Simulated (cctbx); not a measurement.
**Lattice, Laue class and space group of a new crystal**

Cell: a = 4.5080 Å, b = 4.5080 Å, c = 5.7230 Å, α = 90.00°, β = 90.00°, γ = 120.00°. Expected content of the cell: Cd2 Ge2 Ni2.

Simulated single-crystal data (cctbx): Ag Kα, λ = 0.56087 Å, to d = 0.75 Å, 80 % of the full sphere, strongest reflection 40000 counts, noise from counting, a 3 % proportional error and a noise floor of 2 counts (s.d.); no absorption.

Tests on the unmerged data give:

```text
809 reflections to d = 0.751 A
centring   violations  <I/sigma> of those
    A        332 of   400     16.2
    B        339 of   401     16.4
    C        341 of   411     15.9
    I        329 of   399     15.9
    R        443 of   538     15.8
    F        506 of   606     16.1
Laue class    unique    Rint  (classes that these axes allow; Friedel mates merged)
P -1              480   0.021
P 1 1 2/m         274   0.023
P -3              171   0.025
P -3 1 m          105   0.026
P -3 m 1          119   0.026
P 6/m              97   0.026
P 6/m m m          75   0.026
space group    extra absences  I>4sigma  <I/sigma>
P 6 2 2                 0          0         -  acentric
P 63 2 2                8          0      -0.5  acentric
P 6 m m                 0          0         -  acentric
P 63 m c               70          0      -0.0  acentric
P -6 m 2                0          0         -  acentric
P -6 2 m                0          0         -  acentric
P -6 2 c               70          0      -0.0  acentric
P 6/m m m               0          0         -  centric
P 63/m m c             70          0      -0.0  centric
Wilson B = 1.92 A^2   <|E^2-1|> = 0.818 (0.968 centric, 0.736 acentric)   E^2>4: 0.0 %
shell (A)         n   <I/sigma>
 5.72 - 1.36     18     47.6
 1.36 - 1.08     13     53.8
 1.08 - 0.95     12     44.2
 0.95 - 0.86     10     57.6
 0.86 - 0.80     12     50.1
 0.80 - 0.75     10     34.4
```

Q: Read the symmetry from these tables.

Every centring test has many violations, so the lattice is primitive.

Rint stays low (0.021 to 0.026) up to P 6/m m m, the highest class in these axes.

9 settings pass the absence test. The most absences obeyed, 70, belong to P 63 m c, P -6 2 c and P 63/m m c, which absences can't tell apart.

⟨|E²−1|⟩ = 0.818 lies between the two ideal values. The Wilson B of 1.92 Å² means U ≈ 0.0243 Å².

The true group is P6_3/mmc (no. 194), Laue class 6/mmm, centrosymmetric. The tables only narrow the choice to the tied entries; cell content, site symmetry and trial solutions must settle it.

This is a model crystal, built by substitution and not relaxed, with assumed displacement parameters.

[Logs are printed without paths, hosts, clocks, repeated set-up lines and the standing remarks that a program may print on its own settings, such as how far it seeks lower states.]
